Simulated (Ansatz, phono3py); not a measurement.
# Heat carried by phonons in KCl (Sylvite, Fm-3m), part 4 of 5

How well does the lattice of KCl (Sylvite) conduct heat?

Experimental results on record:
- thermal conductivity 7.1 W/m/K near room temperature (given in “Combining the AFLOW GIBBS and Elastic Libraries to efficiently and robustly screen thermo-mechanical properties of solids”, 2017, arXiv:1611.05714)
- thermal conductivity 7.1 W/m/K near room temperature (given in “Predicting the lattice thermal conductivity of solids by solving the Boltzmann transport equation: AFLOW - AAPL an automated, accurate and efficient framework”, 2017, arXiv:1611.05481)

Ansatz 0.2.0; DFT LDA, scalar-relativistic, plane waves, PAW; PAW set soft_1.

So far, κ at 300 K (relaxation time) (W/m/K): step 6 (a cheap rung) 10.6. Also highest frequency (cm⁻¹): step 6 222. The relaxed cell has a = 6.077 Å (conventional setting).

**7. Third-order constants and the Boltzmann equation, k-mesh 6×6×6, third order supercell 3×3×3**

Pairs of atoms inside the cutoff are displaced in a supercell, the forces give the cubic constants, and these give the three-phonon rates of the Boltzmann equation.

File input.yaml:

```yaml
crystal:
  lattice:
    - [0.0, 3.0386370755, 3.0386370755]
    - [3.0386370755, 0.0, 3.0386370755]
    - [3.0386370755, 3.0386370755, 0.0]
  atoms:
    - { symbol: K, position: [0.0, 0.0, 0.0] }
    - { symbol: Cl, position: [0.5, 0.5, 0.5] }
kpoints:
  mp_grid: { grid: [6, 6, 6] }
hamiltonian:
  xc: lda
  pseudopotentials: { kind: paw, azcp: { folder: soft_1 }, xc_functional: pbe }
scf:
  occupations: { method: fixed }
  lower_state_search: "off"
output:
  eigenvalues: true
phonons:
  method: fd
  dielectric: true
  qmesh: [6, 6, 6]
  temperatures: { t_max: 1000, t_step: 50 }
  qpath:
    path:
      - [[0.0, 0.0, 0.0], [0.5, 0.0, 0.5], [0.625, 0.25, 0.625]]
      - [[0.375, 0.375, 0.75], [0.0, 0.0, 0.0], [0.5, 0.5, 0.5], [0.5, 0.25, 0.75], [0.5, 0.0, 0.5]]
    npoints: 10
  third_order: { supercell: [3, 3, 3], pair_cutoff: 4.447 }
  lattice_thermal_conductivity:
    qmesh: [17, 17, 17]
    temperatures: [50.0, 100.0, 150.0, 200.0, 300.0, 400.0, 500.0, 600.0, 800.0]
    isotope_mass_variance:
      - { species: Cl, variance: 0.0005827 }
      - { species: K, variance: 0.000164 }
```

The run is started by

```sh
ansatz run input.yaml --threads 8 --pin off --max-ram 19456MiB --backend cpu --events-out ev --progress --plain --runs-dir out
```

Numbers of over 12 decimals in the logs are rounded to 6 here.

Output:

```text
[...]
Crystal: 12 atoms, lattice volume = 336.680 Å³
Basis set: ecut = 420 eV, 6541 PW (Γ), FFT grids on a1, −a1+a2+a3, −a1+a3
Bands: 60, of which v1, the nominal top of the filled ones, is band 48 counted from 1 (47 counted from 0)
Symmetry: 24 space group operations
k-points: 16 of 36
[...]
SCF iter   1: F=—  HF=-15265.759146 eV  |F-HF|=—  |Δ(HF+E_count)|=         —  Δρ=1.07e-7  dr2=3.94e-11  ethr=1.00e-12  ⟨swp⟩=3.0  Hψ=2441  notcnv=0
[...]
SCF iter   2: F=-15265.759146 eV  HF=-15265.759146 eV  |F-HF|=7.28e-12  |Δ(HF+E_count)|=  7.28e-12  Δρ=4.55e-8  dr2=7.35e-12  ethr=1.00e-12  ⟨swp⟩=3.0  Hψ=2534  notcnv=0
SCF 1 converged in 2 iterations: F = -15265.759146 eV  dr2 = 7.35e-12
[...]
Crystal: 2 atoms, lattice volume = 56.113 Å³
Basis set: ecut = 420 eV, 1067 PW (Γ), exchange–correlation on 60×60×60 points (8 copies of the dense FFT grid, shifted against one another)
Bands: 12, of which v1, the nominal top of the filled ones, is band 8 counted from 1 (7 counted from 0)
Symmetry: 48 space group operations
k-points: 30 of 216 (irreducible under 8 space group operations, time reversal used)
[...]
SCF iter   3: F=-2544.293192 eV  HF=-2544.293192 eV  |F-HF|=2.96e-11  |Δ(HF+E_count)|=  5.28e-11  Δρ=2.64e-7  dr2=3.86e-11  ethr=1.00e-12  ⟨swp⟩=4.9  Hψ=1937  notcnv=0
SCF 2 converged in 3 iterations: F = -2544.293192 eV  dr2 = 3.86e-11
[...]
Symmetry: 2 space group operations
k-points: 16 of 36 (time reversal used)
[...]
SCF iter   8: F=-15265.759138 eV  HF=-15265.759138 eV  |F-HF|=3.64e-12  |Δ(HF+E_count)|=  1.82e-12  Δρ=8.27e-9  dr2=3.37e-13  ethr=1.00e-12  ⟨swp⟩=5.0  Hψ=3520  notcnv=0
SCF 3 converged in 8 iterations: F = -15265.759138 eV  dr2 = 3.37e-13
[...]
Symmetry: 1 space group operations
k-points: 20 of 36 (time reversal used)
[...]
SCF iter   8: F=-15265.759139 eV  HF=-15265.759139 eV  |F-HF|=3.64e-12  |Δ(HF+E_count)|=  3.64e-12  Δρ=7.55e-9  dr2=2.89e-13  ethr=1.00e-12  ⟨swp⟩=5.2  Hψ=4407  notcnv=0
SCF 4 converged in 8 iterations: F = -15265.759139 eV  dr2 = 2.89e-13
[...]
SCF iter   7: F=-15265.759139 eV  HF=-15265.759139 eV  |F-HF|=0.00e0  |Δ(HF+E_count)|=    0.00e0  Δρ=1.22e-8  dr2=4.88e-13  ethr=1.00e-12  ⟨swp⟩=5.9  Hψ=3672  notcnv=0
SCF 5 converged in 7 iterations: F = -15265.759139 eV  dr2 = 4.88e-13
[...]
SCF iter   3: F=-15265.759139 eV  HF=-15265.759139 eV  |F-HF|=5.46e-12  |Δ(HF+E_count)|=  5.46e-12  Δρ=3.14e-8  dr2=1.48e-12  ethr=1.00e-12  ⟨swp⟩=6.0  Hψ=3868  notcnv=0
SCF 6 converged in 3 iterations: F = -15265.759139 eV  dr2 = 1.48e-12
[...]
SCF iter   7: F=-15265.759139 eV  HF=-15265.759139 eV  |F-HF|=1.82e-12  |Δ(HF+E_count)|=  1.82e-12  Δρ=1.97e-8  dr2=1.24e-12  ethr=1.00e-12  ⟨swp⟩=5.1  Hψ=4522  notcnv=0
SCF 7 converged in 7 iterations: F = -15265.759139 eV  dr2 = 1.24e-12
[...]
SCF iter   3: F=-15265.759139 eV  HF=-15265.759139 eV  |F-HF|=0.00e0  |Δ(HF+E_count)|=  3.64e-12  Δρ=3.06e-8  dr2=1.51e-12  ethr=1.00e-12  ⟨swp⟩=6.0  Hψ=4863  notcnv=0
SCF 8 converged in 3 iterations: F = -15265.759139 eV  dr2 = 1.51e-12
Basis set: ecut = 420 eV, 6577 PW (Γ), FFT grids on a1, a2, −3a1−3a2+a3
SCF iter   1: F=—  HF=-15265.759146 eV  |F-HF|=—  |Δ(HF+E_count)|=         —  Δρ=1.07e-7  dr2=3.95e-11  ethr=1.00e-12  ⟨swp⟩=3.0  Hψ=2385  notcnv=0
[...]
SCF iter   2: F=-15265.759146 eV  HF=-15265.759146 eV  |F-HF|=5.46e-12  |Δ(HF+E_count)|=  1.27e-11  Δρ=4.56e-8  dr2=7.36e-12  ethr=1.00e-12  ⟨swp⟩=3.0  Hψ=2532  notcnv=0
SCF 9 converged in 2 iterations: F = -15265.759146 eV  dr2 = 7.36e-12
[...]
SCF iter   8: F=-15265.759139 eV  HF=-15265.759139 eV  |F-HF|=0.00e0  |Δ(HF+E_count)|=    0.00e0  Δρ=6.64e-9  dr2=2.32e-13  ethr=1.00e-12  ⟨swp⟩=5.8  Hψ=4558  notcnv=0
SCF 10 converged in 8 iterations: F = -15265.759139 eV  dr2 = 2.32e-13
[...]
SCF iter   7: F=-15265.759139 eV  HF=-15265.759139 eV  |F-HF|=3.64e-12  |Δ(HF+E_count)|=  1.82e-12  Δρ=1.28e-8  dr2=6.90e-13  ethr=1.00e-12  ⟨swp⟩=6.0  Hψ=4730  notcnv=0
SCF 11 converged in 7 iterations: F = -15265.759139 eV  dr2 = 6.90e-13
Basis set: ecut = 420 eV, 6593 PW (Γ), FFT grids on a1, a1+a2, 2a1+a3
k-points: 15 of 36
SCF iter   1: F=—  HF=-15265.759147 eV  |F-HF|=—  |Δ(HF+E_count)|=         —  Δρ=1.02e-7  dr2=3.46e-11  ethr=1.00e-12  ⟨swp⟩=3.0  Hψ=2242  notcnv=0
[...]
SCF 95 converged in 7 iterations: F = -68695.913512 eV  dr2 = 3.71e-10
[...]
SCF iter   7: F=-68695.914024 eV  HF=-68695.914024 eV  |F-HF|=1.46e-11  |Δ(HF+E_count)|=  1.16e-10  Δρ=6.99e-8  dr2=8.43e-11  ethr=1.00e-12  ⟨swp⟩=4.0  Hψ=6296  notcnv=0
SCF 96 converged in 7 iterations: F = -68695.914024 eV  dr2 = 8.43e-11
[...]
SCF iter   7: F=-68695.914007 eV  HF=-68695.914007 eV  |F-HF|=2.91e-11  |Δ(HF+E_count)|=  1.46e-10  Δρ=6.49e-8  dr2=7.13e-11  ethr=1.00e-12  ⟨swp⟩=4.0  Hψ=6285  notcnv=0
SCF 97 converged in 7 iterations: F = -68695.914007 eV  dr2 = 7.13e-11
[...]
SCF iter   7: F=-68695.914007 eV  HF=-68695.914007 eV  |F-HF|=2.91e-11  |Δ(HF+E_count)|=  1.31e-10  Δρ=6.59e-8  dr2=7.40e-11  ethr=1.00e-12  ⟨swp⟩=4.0  Hψ=6296  notcnv=0
SCF 98 converged in 7 iterations: F = -68695.914007 eV  dr2 = 7.40e-11
[...]
SCF iter   7: F=-68695.914090 eV  HF=-68695.914090 eV  |F-HF|=2.91e-11  |Δ(HF+E_count)|=  1.46e-10  Δρ=6.81e-8  dr2=7.59e-11  ethr=1.00e-12  ⟨swp⟩=4.0  Hψ=6296  notcnv=0
SCF 99 converged in 7 iterations: F = -68695.914090 eV  dr2 = 7.59e-11
[...]
SCF iter   6: F=-68695.914088 eV  HF=-68695.914088 eV  |F-HF|=1.46e-11  |Δ(HF+E_count)|=   7.01e-9  Δρ=2.26e-7  dr2=8.94e-10  ethr=1.00e-12  ⟨swp⟩=3.2  Hψ=8067  notcnv=0
SCF 100 converged in 6 iterations: F = -68695.914088 eV  dr2 = 8.94e-10
[...]
SCF iter   7: F=-68695.914072 eV  HF=-68695.914072 eV  |F-HF|=0.00e0  |Δ(HF+E_count)|=  5.82e-11  Δρ=6.66e-8  dr2=7.60e-11  ethr=1.00e-12  ⟨swp⟩=4.0  Hψ=6296  notcnv=0
SCF 101 converged in 7 iterations: F = -68695.914072 eV  dr2 = 7.60e-11
SCF converged after 2 iterations
Free energy (F): -15265.759146 eV
[...]
Internal energy: -15265.759146 eV  (E = F + TS)
E sigma→0 (E₀):  -15265.759146 eV
Fermi energy:    1.330845 eV
[...]
--- Band table (eV; the first three rows and the last of 16) ---
  k-point 0: bands = [... 44 lower, 1.0773, 1.3308, 1.3308, 1.3308, 6.4426, 7.3745, 8.3753, 8.3753, ... 8 higher]
  k-point 1: bands = [... 44 lower, 1.1213, 1.1359, 1.2461, 1.2461, 7.2959, 7.7353, 8.0105, 8.3753, ... 8 higher]
  k-point 2: bands = [... 44 lower, 1.2118, 1.2118, 1.2118, 1.2118, 7.1608, 7.1608, 7.8853, 7.8853, ... 8 higher]
  k-point 15: bands = [... 44 lower, 0.9340, 0.9340, 0.9704, 0.9704, 8.2277, 8.2277, 8.5181, 8.5181, ... 8 higher]
[...]
ASR residual: 6.709e-4 → 0.000e0 eV/Å²; symmetrization residual: 1.445e-4 eV/Å²
  largest component of a force at the reference: 1.8e-23 eV/Å
  ASR residual per site (eV/Å²): 6.71e-4 3.89e-4
  Γ frequencies (cm⁻¹): 0.00 0.00 0.00 161.22 161.22 161.22
[...]
ε∞ (high-frequency dielectric tensor):
        2.507462    -0.000000    -0.000000
        0.000000     2.507462    -0.000000
        0.000000     0.000000     2.507462
[...]
Born effective charges Z* (e; rows j = field, columns β = displacement):
    site 0:
         1.10909    0.00000   -0.00000
        -0.00000    1.10909   -0.00000
        -0.00000   -0.00000    1.10909
    site 1:
        -1.10909   -0.00000    0.00000
         0.00000   -1.10909    0.00000
         0.00000    0.00000   -1.10909
  Z* charge neutrality: 4.018e-6 e pre-enforcement
[...]
optical modes at Γ without the LO–TO term, one row a degenerate level:
      ω (cm⁻¹)  modes    IR ((D/Å)²/amu)
        161.22      3             4.5791
  optical modes at Γ + LO–TO along q̂ = [1.0000, 0.0000, 0.0000]:
      ω (cm⁻¹)  modes    IR ((D/Å)²/amu)
        161.22      2             3.0527
        221.66      1             1.5264
  optical modes at Γ + LO–TO along q̂ = [0.0000, 1.0000, 0.0000]:
      ω (cm⁻¹)  modes    IR ((D/Å)²/amu)
        161.22      2             3.0527
        221.66      1             1.5264
  optical modes at Γ + LO–TO along q̂ = [0.0000, 0.0000, 1.0000]:
      ω (cm⁻¹)  modes    IR ((D/Å)²/amu)
        161.22      2             3.0527
        221.66      1             1.5264
--- Phonons (by wavevector): 16 wavevectors in 10 supercells ---
[...]
joined force constants: q→R imaginary residual 1.51e-18
[...]
50.00           61.5761         73.4373           8          converged          5.460e-1
      100.00           29.5234         37.6152           9          converged          5.115e-1
      150.00           20.0698         26.2865           9          converged          4.941e-1
      200.00           15.2928         20.3222           9          converged          4.843e-1
      300.00           10.4109         14.0381           9          converged          4.735e-1
      400.00            7.9191         10.7518           9          converged          4.676e-1
      500.00            6.4066          8.7295           9          converged          4.640e-1
      600.00            5.3913          7.3596           9          converged          4.615e-1
      800.00            4.1146          5.6223           9          converged          4.582e-1
```

Elapsed: 21 min, on 8 threads of Arm Neoverse V1, shared host; peak memory 12 GiB.

This step gave:

| Quantity | Value |
| --- | --- |
| zero-point energy | 0.04717 eV/cell |
| κ at 300 K (relaxation time) | 10.41 W/m/K |
| κ at 300 K (full solution) | 14.04 W/m/K |
| mean free path at half of κ | 17 nm |
| share of κ above the three lowest branches | 0.124 |
| third-order blocks | 350 |
| periodic aliases dropped | 24 |
| largest relative sum-rule correction | 0.1140 |
| displaced cells, third order | 50 |

LO-TO term included. Phonon branches along the path, in cm⁻¹:

```csv
point,branch 1,branch 2,branch 3,branch 4,branch 5,branch 6
Γ,0,0,0,161,161,222
halfway,41,41,125,163,163,174
X,57,57,105,166,166,171
halfway,64,73,102,163,166,170
U,82,95,105,154,163,169
jump to K,82,95,105,154,163,169
halfway,51,93,111,139,164,191
Γ,0,0,0,161,161,222
halfway,68,68,89,152,152,207
L,116,116,125,125,158,167
halfway,98,99,134,136,161,163
W,86,86,129,134,168,168
halfway,67,87,100,158,166,170
X,57,57,105,166,166,171
```

The phonon branches as a text plot (rows in cm⁻¹):

```
    217 |***                        ********
    208 |   *                     **        *
    199 |                        *           *
    189 |    **                 *             *
    180 |                      *               *
    171 |      *    ***********                 ***      ********
    162 |******************* **************      ********     ***
    152 |       **       ** *     **       **   *           **
    143 |       *          **** **           **            *
    134 |        *          *  *               **  ********
    125 |      *  **       * ***              *  **       **
    115 |                    **                  **
    106 |    **     ****  * *  **            *  *  ***      * ***
     97 |               ****    *              *      **    **
     88 |               *  *     *          * *         ****
     79 |   *            ** *    *           *             ** *
     69 |              **    **   **       **                *
     60 |  *        ****       *  **                          ***
     51 |       ****            *   *     **
     42 |      *                 *  *     *
     32 | *  **                   **     *
     23 |   *                       **
     14 | **                         *  *
      5 |*                            **
         Γ           X  U|K            Γ         L        W     X
```

W/m/K. Kappa, by row:

```csv
T (K),RTA xx,RTA yy,RTA zz,full xx,full yy,full zz,coherence part xx,coherence part yy,coherence part zz,ending,iterations,least Ritz value
50,61.58,61.58,61.58,73.44,73.44,73.44,0.01361,0.01361,0.01361,converged,8,0.546
100,29.52,29.52,29.52,37.62,37.62,37.62,0.04728,0.04728,0.04728,converged,9,0.511
150,20.07,20.07,20.07,26.29,26.29,26.29,0.0687,0.0687,0.0687,converged,9,0.494
200,15.29,15.29,15.29,20.32,20.32,20.32,0.08302,0.08302,0.08302,converged,9,0.484
300,10.41,10.41,10.41,14.04,14.04,14.04,0.1029,0.1029,0.1029,converged,9,0.473
400,7.919,7.919,7.919,10.75,10.75,10.75,0.1178,0.1178,0.1178,converged,9,0.468
500,6.407,6.407,6.407,8.73,8.73,8.73,0.1301,0.1301,0.1301,converged,9,0.464
600,5.391,5.391,5.391,7.36,7.36,7.36,0.1406,0.1406,0.1406,converged,9,0.461
800,4.115,4.115,4.115,5.622,5.622,5.622,0.1572,0.1572,0.1572,converged,9,0.458
```

The lattice thermal conductivity by temperature:

```csv
temperature (K),RTA xx (W/m/K),full xx (W/m/K)
50,61.6,73.4
100,29.5,37.6
150,20.1,26.3
200,15.3,20.3
300,10.4,14.0
400,7.92,10.8
500,6.41,8.73
600,5.39,7.36
800,4.12,5.62
```

The modes has structure finer than the step of the table below, so its rows give means over 10 cm⁻¹, whole bins alone (the curve runs from -10 to 238 cm⁻¹). Peaks (cm⁻¹: height): Cl 95.8: 0.0203, 127.0: 0.0292, 165.9: 0.0654; K 106.7: 0.0258, 165.9: 0.0684.

Phonopy on the run's constants, 17x17x17 mesh, Gaussian sigma 2.0 cm⁻¹. The modes by wavenumber; means over each step; values in 1/cm⁻¹/cell:

```csv
wavenumber (cm⁻¹),Cl,K
0,2.8e-5,3.1e-5
10,1.9e-4,2.1e-4
20,8.6e-4,9.5e-4
30,0.00181,0.00199
40,0.00358,0.00394
50,0.00657,0.00721
60,0.0118,0.0129
70,0.0137,0.0151
80,0.0153,0.0174
90,0.0166,0.0197
100,0.0176,0.0232
110,0.0139,0.0241
120,0.0167,0.0142
130,0.0238,0.0179
140,0.0259,0.0177
150,0.0306,0.0240
160,0.0487,0.0441
170,0.0353,0.0376
180,0.00621,0.00688
190,0.00449,0.00465
200,0.00332,0.00328
210,0.00226,0.00213
220,7.8e-4,7.2e-4
230,1.6e-6,1.6e-6
```

Distinct triplets, nearest first. Third order norms, by row:

```csv
sites,side 1 (Å),side 2 (Å),side 3 (Å),norm of the 27 components (eV/Å³)
K-K-K,0,0,0,0
Cl-Cl-Cl,0,0,0,0
K-Cl-Cl,0,3.04,3.04,4.763
K-Cl-K,0,3.04,3.04,4.934
K-Cl-Cl,3.04,3.04,4.3,0.045
K-Cl-K,3.04,3.04,4.3,0.055
K-K-K,0,4.3,4.3,0.292
K-K-K,4.3,4.3,4.3,0.008
Cl-Cl-Cl,0,4.3,4.3,0.15
Cl-Cl-Cl,4.3,4.3,4.3,0.022
```

Born charge (rows field, columns displacement) (e), principal values of the symmetric part by kind of site:

```csv
atom,atoms with these values,low,middle,high,mean
K1,1,1.11,1.11,1.11,1.11
Cl2,1,-1.11,-1.11,-1.11,-1.11
```

In full for K1:

```
1.11 0.00 0.00
0.00 1.11 0.00
0.00 0.00 1.11
```

RTA, 300 K. Kappa by branch, by row:

```csv
branch (by rank),mean frequency (THz),mean rms speed (km/s),median lifetime (ps),share of kappa
1,2.13,2.06,7.19,0.302
2,2.67,2.49,3.79,0.283
3,3.53,2.48,4.48,0.291
4,4.41,1.66,3.61,0.08
5,4.78,1.01,3.53,0.03
6,5.28,1.12,1.6,0.014
```

Table of spectral kappa at 300 K by frequency; read off at these points; values in W/m/K/THz:

```csv
frequency (THz),relaxation time (W/m/K/THz),full solution (W/m/K/THz)
0.10,0,0
0.30,0.715,0.709
0.50,0.711,0.701
0.70,1.73,1.74
1.10,1.13,1.25
1.30,1.86,2.05
1.50,2.12,2.42
1.70,2.60,3.03
1.90,3.29,3.93
2.10,3.25,3.96
2.30,3.43,4.29
2.50,3.80,4.85
2.70,2.54,3.29
2.90,3.84,5.01
3.10,2.58,3.31
3.30,2.82,3.78
3.50,2.73,3.68
3.70,2.15,3.08
3.90,2.2,3.44
4.10,1.48,2.48
4.50,1.39,2.66
4.70,1.22,2.45
4.90,0.558,1.16
5.10,0.254,0.621
5.30,0.205,0.608
5.50,0.0852,0.326
5.70,0.0704,0.310
6.10,0.0203,0.147
6.30,0.00952,0.0788
6.50,0.00130,0.0200
6.70,9.3e-6,3.7e-4
```

Relaxation-time solution. The share of κ carried by shorter paths by mean free path:

```csv
mean free path (nm),50 K,300 K,800 K
0.464,0,0,0.002
0.681,0,0,0.007
1,0,0.001,0.014
1.47,0,0.004,0.028
2.15,0,0.01,0.086
3.16,0,0.018,0.201
4.64,0,0.048,0.355
6.81,0.001,0.126,0.536
10,0.002,0.266,0.736
14.7,0.004,0.42,0.879
21.5,0.008,0.637,0.924
31.6,0.021,0.794,0.944
46.4,0.035,0.897,0.953
68.1,0.071,0.929,0.966
100,0.152,0.947,0.977
147,0.307,0.955,0.991
215,0.482,0.972,1
316,0.622,0.986,1
464,0.741,1,1
681,0.834,1,1
1000,0.886,1,1
1470,0.903,1,1
2150,0.93,1,1
3160,0.955,1,1
4640,0.983,1,1
6810,1,1,1
```

(Part 4 of 5 ends here.)

[Logs are printed without paths, hosts, clocks, repeated set-up lines and the standing remarks that a program may print on its own settings, such as how far it seeks lower states.]

[Hosts, paths, dates, database ids (printed as entryN), source tags and the programs' standing remarks are cut or masked in the printed files.]

[A step with changed settings may run another functional than the one named; its input shows which.]
